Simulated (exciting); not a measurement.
## Se K-edge absorption of Lu2SeO2, all-electron BSE

How far do the exchange and direct terms reshape the Se K edge of Lu2SeO2?

Program: exciting sodium. Level of theory: X-ray absorption, core-level Bethe-Salpeter equation, exchange and statically screened direct term, Tamm-Dancoff, all-electron LAPW+lo LDA. Results are calculated unless marked as measured.

This is a report of a sequence of runs, with most program output left out.

## 1. The starting structure

The structure is trigonal, space group P-3m1 (No. 164). Conventional cell: a = 3.716 Å, b = 3.716 Å, c = 6.647 Å, α = 90.00°, β = 90.00°, γ = 120.00°. Nearest to Lu lie 4 O at 2.21 Å and 3 Se at 2.90 Å. Nearest to Se lie 6 Lu at 2.90 Å. O has 4 Lu at 2.21 Å nearest. Farther neighbours and most contacts between anions are not listed.

Coordinates:

```xyz
5
Lattice="3.7161 0.0000 0.0000 -1.8580 3.2182 0.0000 0.0000 0.0000 6.6468" Properties=species:S:1:pos:R:3 pbc="T T T"
Lu    1.8580    1.0727    4.6980
Lu    0.0000    2.1455    1.9489
Se    0.0000    0.0000    0.0000
O     1.8580    1.0727    2.4919
O     0.0000    2.1455    4.1550
```

Differences between curves are given as r.m.s. difference over r.m.s. height.

## 2. The self-consistent potential

The species files are the program's own, with muffin-tin radii set in the input.

File input.xml:

```
<input>
  <title>Lu2SeO2</title>
  <structure speciespath="." autormt="false" epslat="1.0e-5">
    <crystal>
      <basevect>7.0223729230 0.0000000000 0.0000000000</basevect>
      <basevect>-3.5111864615 6.0815533462 0.0000000000</basevect>
      <basevect>0.0000000000 0.0000000000 12.5607002188</basevect>
    </crystal>
    <species speciesfile="Lu.xml" rmt="2.240">
      <atom coord="0.6666666667 0.3333333333 0.7067959200"/>
      <atom coord="0.3333333333 0.6666666667 0.2932040800"/>
    </species>
    <species speciesfile="Se.xml" rmt="2.300">
      <atom coord="0.0000000000 0.0000000000 0.0000000000"/>
    </species>
    <species speciesfile="O.xml" rmt="1.804">
      <atom coord="0.6666666667 0.3333333333 0.3748970700"/>
      <atom coord="0.3333333333 0.6666666667 0.6251029300"/>
    </species>
  </structure>
  <groundstate do="fromscratch" xctype="LDA_PW" ngridk="5 5 2" rgkmax="7" gmaxvr="14" nempty="8" swidth="0.001" maxscl="100" epsengy="1e-5"/>
</input>
```

Launch:

```console
OMP_NUM_THREADS=1 mpirun -n 4 exciting
```

Run time: 63 s. Hardware: 4 MPI ranks of Intel Xeon at 2.70GHz, shared host.

The warnings file holds hints only, no warning.

The mesh shows a gap of 1.81 eV. Core levels (Dirac, from the valence top):

```csv
atom,level,energy (eV)
Se,2s1/2,-1597.1
Se,2p1/2,-1433.5
Se,2p3/2,-1391.8
Se,3s1/2,-205.7
Se,3p1/2,-149.8
Se,3p3/2,-143.9
```

## 3. A richer basis for the empty states

Each species file gets more local orbitals, built from u and its energy derivative at 0.15 Ha and u at 0.9 Ha.

input.xml is that of step 2.

File SPECIES.xml, added lines:

```
<lo l="L">  <!-- L = 0, 1, 2, and 3 from Cs on -->
  <wf matchingOrder="0" trialEnergy="0.1500" searchE="false"/>
  <wf matchingOrder="1" trialEnergy="0.1500" searchE="false"/>
  <wf matchingOrder="0" trialEnergy="0.9000" searchE="false"/>
</lo>
```

Launch:

```console
OMP_NUM_THREADS=1 mpirun -n 4 exciting
```

It took 76 s on 4 MPI ranks.

Against the first ground state the total energy moves by -11 meV an atom and the gap by -0.02 eV.

## 4. Screening, kernels and BSE for Se atom 3

The absorber has 6 Lu at 2.90 Å, 6 O at 3.29 Å and 6 Se at 3.72 Å (18-fold, site symmetry -3m).

input.xml: that of step 3 with these lines changed.

```diff
@@ -20,3 +20,20 @@
   </structure>
-  <groundstate do="fromscratch" xctype="LDA_PW" ngridk="5 5 2" rgkmax="7" gmaxvr="14" nempty="8" swidth="0.001" maxscl="100" epsengy="1e-5"/>
+  <groundstate do="skip" xctype="LDA_PW" ngridk="5 5 2" rgkmax="7" gmaxvr="14" nempty="8" swidth="0.001" maxscl="100" epsengy="1e-5"/>
+  <xs xstype="BSE" ngridk="4 4 2" ngridq="4 4 2" vkloff="0.097 0.273 0.493" rgkmax="7" nempty="42" gqmax="3" lmaxapwwf="5" lmaxemat="2" broad="0.04300" tevout="true">
+    <energywindow intv="457.986 459.603" points="439"/>
+    <screening screentype="full" nempty="65"/>
+    <BSE xas="true" xasspecies="2" xasatom="1" xasedge="K" bsetype="singlet" nstlxas="1 38"/>
+    <qpointset>
+      <qpoint>0 0 0</qpoint>
+    </qpointset>
+    <plan>
+      <doonly task="xsgeneigvec"/>
+      <doonly task="writepmatxs"/>
+      <doonly task="scrgeneigvec"/>
+      <doonly task="scrwritepmat"/>
+      <doonly task="screen"/>
+      <doonly task="scrcoulint"/>
+      <doonly task="exccoulint"/>
+    </plan>
+  </xs>
 </input>
```

File input.xml for the last start (plan only):

```
  <plan>
    <doonly task="bse"/>
  </plan>
```

Launch:

```console
OMP_NUM_THREADS=1 mpirun -n 4 exciting
OMP_NUM_THREADS=4 exciting
```

Elapsed: 16 min, on 4 MPI ranks.

Wall time by task: xsgeneigvec 15 s, writepmatxs 11 s, scrgeneigvec 7.7 s, scrwritepmat 8 s, screen 2.1 min, scrcoulint 3.2 min, exccoulint 9.4 min, bse 14 s.

The Se K spectrum of Se atom 3 (energy from the Kohn–Sham onset, core level to the lowest empty state found on the meshes used, 12474.43 eV; the ground-state mesh sets it, and the shifted mesh has its lowest transition 0.37 eV above it; Im ε scaled to the maximum of the singlet run; cut below the end of the band set):

```csv
E (eV),isotropic,ε ⊥ c,ε ∥ c
-7.0,0.02,0.02,0.02
-6.5,0.03,0.02,0.03
-6.0,0.03,0.03,0.03
-5.5,0.03,0.03,0.03
-5.0,0.03,0.03,0.04
-4.5,0.04,0.04,0.04
-4.0,0.04,0.04,0.05
-3.5,0.05,0.05,0.05
-3.0,0.06,0.05,0.06
-2.5,0.07,0.06,0.07
-2.0,0.08,0.08,0.09
-1.5,0.10,0.09,0.11
-1.0,0.12,0.12,0.14
-0.5,0.16,0.15,0.19
0.0,0.22,0.20,0.25
0.5,0.28,0.27,0.31
1.0,0.37,0.37,0.37
1.5,0.47,0.48,0.44
2.0,0.55,0.57,0.51
2.5,0.61,0.63,0.57
3.0,0.67,0.67,0.66
3.5,0.74,0.71,0.81
4.0,0.84,0.75,1.03
4.5,0.97,0.82,1.25
5.0,0.99,0.86,1.26
5.5,0.88,0.79,1.06
6.0,0.74,0.70,0.84
6.5,0.65,0.64,0.67
7.0,0.59,0.61,0.54
7.5,0.54,0.58,0.45
8.0,0.49,0.53,0.40
8.5,0.44,0.48,0.36
9.0,0.39,0.42,0.34
9.5,0.35,0.37,0.31
10.0,0.31,0.34,0.27
10.5,0.30,0.32,0.25
11.0,0.30,0.31,0.26
11.5,0.30,0.31,0.28
12.0,0.29,0.29,0.29
12.5,0.28,0.28,0.28
13.0,0.26,0.26,0.26
13.5,0.25,0.25,0.24
14.0,0.24,0.25,0.24
14.5,0.23,0.23,0.24
15.0,0.23,0.22,0.24
15.5,0.23,0.22,0.25
16.0,0.23,0.22,0.25
16.5,0.24,0.23,0.25
17.0,0.25,0.24,0.25
17.5,0.25,0.25,0.24
18.0,0.25,0.26,0.24
18.5,0.26,0.27,0.24
19.0,0.27,0.28,0.25
19.5,0.26,0.28,0.23
20.0,0.25,0.27,0.21
20.5,0.23,0.25,0.18
21.0,0.20,0.22,0.16
21.5,0.19,0.21,0.15
22.0,0.18,0.20,0.14
```

Maxima (height): 4.8 eV (1.00) and 19.2 eV (0.27).

The Hamiltonian has 2432 rows. The lowest groups of eigenvalues and the brightest ones, on the scale above (the program counts from the shifted mesh's onset, 0.37 eV higher). Core spinors bring spin-forbidden partners, so dark means forbidden by spin or by symmetry, and the shifted mesh splits states that symmetry would keep together:

```csv
energy (eV),states within 10 meV,relative strength
-0.225,2,9.1e-4
-0.039,2,0.036
-0.029,2,0.03
0.070,2,0.038
0.109,2,0.0093
0.195,2,0.011
0.241,2,0.064
4.685,4,0.51
4.755,2,1.00
4.794,2,0.73
4.841,2,0.39
4.910,4,0.77
4.945,2,0.42
5.042,2,0.40
```

## 5. Independent particles

input.xml: that of step 4 with these lines changed.

```diff
@@ -24,3 +24,3 @@
     <screening screentype="full" nempty="65"/>
-    <BSE xas="true" xasspecies="2" xasatom="1" xasedge="K" bsetype="singlet" nstlxas="1 38"/>
+    <BSE xas="true" xasspecies="2" xasatom="1" xasedge="K" bsetype="IP" nstlxas="1 38"/>
     <qpointset>
@@ -29,9 +29,3 @@
     <plan>
-      <doonly task="xsgeneigvec"/>
-      <doonly task="writepmatxs"/>
-      <doonly task="scrgeneigvec"/>
-      <doonly task="scrwritepmat"/>
-      <doonly task="screen"/>
-      <doonly task="scrcoulint"/>
-      <doonly task="exccoulint"/>
+      <doonly task="bse"/>
     </plan>
```

Launch:

```console
OMP_NUM_THREADS=4 exciting
```

It took 3 s on 4 threads.

Maxima (height): 6.9 eV (0.77) and 20.3 eV (0.35). The spectrum differs from the singlet run by 49 % r.m.s. Moving the earlier curve by +2.7 eV leaves 18 %. The highest maximum lies at 6.9 eV (0.77), against 4.8 eV (1.00).

## 6. Exchange alone

input.xml: that of step 5 with these lines changed.

```diff
@@ -24,3 +24,3 @@
     <screening screentype="full" nempty="65"/>
-    <BSE xas="true" xasspecies="2" xasatom="1" xasedge="K" bsetype="IP" nstlxas="1 38"/>
+    <BSE xas="true" xasspecies="2" xasatom="1" xasedge="K" bsetype="RPA" nstlxas="1 38"/>
     <qpointset>
```

Launch:

```console
OMP_NUM_THREADS=4 exciting
```

The job ended after 14 s (4 threads).

Maxima (height): 6.9 eV (0.77) and 20.3 eV (0.35). The spectrum is that of the independent-particle run within 1 %.

## 7. Direct term alone

input.xml: that of step 6 with these lines changed.

```diff
@@ -24,3 +24,3 @@
     <screening screentype="full" nempty="65"/>
-    <BSE xas="true" xasspecies="2" xasatom="1" xasedge="K" bsetype="RPA" nstlxas="1 38"/>
+    <BSE xas="true" xasspecies="2" xasatom="1" xasedge="K" bsetype="triplet" nstlxas="1 38"/>
     <qpointset>
```

Launch:

```console
OMP_NUM_THREADS=4 exciting
```

It took 15 s on 4 threads.

Maxima (height): 4.8 eV (1.00) and 19.2 eV (0.27). The spectrum is that of the singlet run within 1 %.

## 8. Coarser mesh

Changed against the first singlet run: k mesh from 4×4×2 to 3×3×1.

input.xml: that of step 7 with these lines changed.

```diff
@@ -21,6 +21,6 @@
   <groundstate do="skip" xctype="LDA_PW" ngridk="5 5 2" rgkmax="7" gmaxvr="14" nempty="8" swidth="0.001" maxscl="100" epsengy="1e-5"/>
-  <xs xstype="BSE" ngridk="4 4 2" ngridq="4 4 2" vkloff="0.097 0.273 0.493" rgkmax="7" nempty="42" gqmax="3" lmaxapwwf="5" lmaxemat="2" broad="0.04300" tevout="true">
+  <xs xstype="BSE" ngridk="3 3 1" ngridq="3 3 1" vkloff="0.097 0.273 0.493" rgkmax="7" nempty="42" gqmax="3" lmaxapwwf="5" lmaxemat="2" broad="0.04300" tevout="true">
     <energywindow intv="457.986 459.603" points="439"/>
     <screening screentype="full" nempty="65"/>
-    <BSE xas="true" xasspecies="2" xasatom="1" xasedge="K" bsetype="triplet" nstlxas="1 38"/>
+    <BSE xas="true" xasspecies="2" xasatom="1" xasedge="K" bsetype="singlet" nstlxas="1 38"/>
     <qpointset>
@@ -29,3 +29,9 @@
     <plan>
-      <doonly task="bse"/>
+      <doonly task="xsgeneigvec"/>
+      <doonly task="writepmatxs"/>
+      <doonly task="scrgeneigvec"/>
+      <doonly task="scrwritepmat"/>
+      <doonly task="screen"/>
+      <doonly task="scrcoulint"/>
+      <doonly task="exccoulint"/>
     </plan>
```

File input.xml for the last start (plan only):

```
  <plan>
    <doonly task="bse"/>
  </plan>
```

Launch:

```console
OMP_NUM_THREADS=1 mpirun -n 4 exciting
OMP_NUM_THREADS=4 exciting
```

Elapsed: 4.7 min, on 4 MPI ranks.

These settings are cheaper. Against the singlet run the r.m.s. difference is 9 %. The highest maximum lies at 4.6 eV (0.96), against 4.8 eV (1.00). The first bright state moves from 0.24 to 0.17 eV. The lowest bare transition of this run lies at 0.87 eV, against 0.37. A coarse mesh samples few band energies, and it inflates the long-range part of the attraction.

```csv
E (eV),first run,this run
-6.0,0.03,0.03
-5.0,0.03,0.03
-4.0,0.04,0.04
-3.0,0.06,0.05
-2.0,0.08,0.08
-1.0,0.12,0.12
0.0,0.22,0.20
1.0,0.37,0.30
2.0,0.55,0.42
3.0,0.67,0.65
4.0,0.84,0.89
5.0,0.99,0.94
6.0,0.74,0.75
7.0,0.59,0.62
8.0,0.49,0.54
9.0,0.39,0.42
10.0,0.31,0.30
11.0,0.30,0.26
12.0,0.29,0.29
13.0,0.26,0.31
14.0,0.24,0.29
15.0,0.23,0.23
16.0,0.23,0.23
17.0,0.25,0.24
18.0,0.25,0.23
19.0,0.27,0.23
20.0,0.25,0.21
21.0,0.20,0.17
22.0,0.18,0.13
```

## 9. The levels of theory side by side

```csv
level,curve passes 0.15 (eV),highest maximum (eV),its height
IP,1.4,6.9,0.77
RPA,1.4,6.9,0.77
direct only,-0.6,4.8,1.00
singlet,-0.6,4.8,1.00
```

```csv
E (eV),IP,RPA,direct only,singlet
-6.0,0.02,0.02,0.03,0.03
-5.0,0.02,0.02,0.03,0.03
-4.0,0.02,0.02,0.04,0.04
-3.0,0.03,0.03,0.06,0.06
-2.0,0.04,0.04,0.08,0.08
-1.0,0.05,0.05,0.12,0.12
0.0,0.08,0.08,0.22,0.22
1.0,0.12,0.12,0.37,0.37
2.0,0.20,0.20,0.55,0.55
3.0,0.28,0.28,0.67,0.67
4.0,0.35,0.35,0.84,0.84
5.0,0.46,0.46,0.99,0.99
6.0,0.67,0.67,0.74,0.74
7.0,0.77,0.77,0.59,0.59
8.0,0.71,0.71,0.49,0.49
9.0,0.63,0.63,0.39,0.39
10.0,0.52,0.52,0.31,0.31
11.0,0.41,0.41,0.30,0.30
12.0,0.39,0.39,0.29,0.29
13.0,0.37,0.37,0.26,0.26
14.0,0.34,0.34,0.24,0.24
15.0,0.31,0.31,0.23,0.23
16.0,0.29,0.29,0.23,0.23
17.0,0.29,0.29,0.25,0.25
18.0,0.30,0.30,0.25,0.25
19.0,0.32,0.32,0.27,0.27
20.0,0.35,0.35,0.25,0.25
21.0,0.33,0.33,0.20,0.20
22.0,0.28,0.28,0.18,0.18
```

## 10. Summary of results

```
absorber and edge   : Se K, atom 3
surroundings        : 6 Lu at 2.90 Å, 6 O at 3.29 Å and 6 Se at 3.72 Å (18-fold, site symmetry -3m)
first bright state  : 0.24 eV from the Kohn–Sham onset, on this mesh
highest maximum     : 4.8 eV
cost of the BSE run : 16 min on 4 MPI ranks of Intel Xeon at 2.70GHz, shared host; the last task ran on as many threads
```

What this shows: Is a core exciton bound? Undecided on this mesh: the first bright state (over 5 % of the brightest) lies at 0.24 eV from the Kohn–Sham onset and at -0.13 eV from the lowest bare transition of its own mesh; weaker or dark states reach down to -0.22 eV. Exchange alone changes the independent-particle spectrum by 0.0 % r.m.s. Leaving exchange out of the full kernel changes the spectrum by 0.0 % r.m.s. A mesh of 32 points doesn't converge binding energies, and fine structure above the first lines is partly noise of the mesh. Exchange and the short-range direct term aren't converged in the kernel cutoff. The zero comes from the unshifted 5×5×2 ground-state mesh; it is exact only where the band minimum lies on that mesh. The Kohn–Sham onset, 12474 eV, is no photon energy (tabulated edge of the element: 12658 eV): the scale needs a rigid shift. Bands and screening come from semilocal DFT, whose small gap overscreens. Vibrations and energy-dependent lifetimes are left out. The structure is a Materials Project entry, computed there, and may be a hypothetical form.

[Logs are printed without paths, hosts, clocks, repeated set-up lines and the standing remarks that a program may print on its own settings, such as how far it seeks lower states.]

[Hosts, paths, dates, database ids (printed as entryN), source tags and the programs' standing remarks are cut or masked in the printed files.]
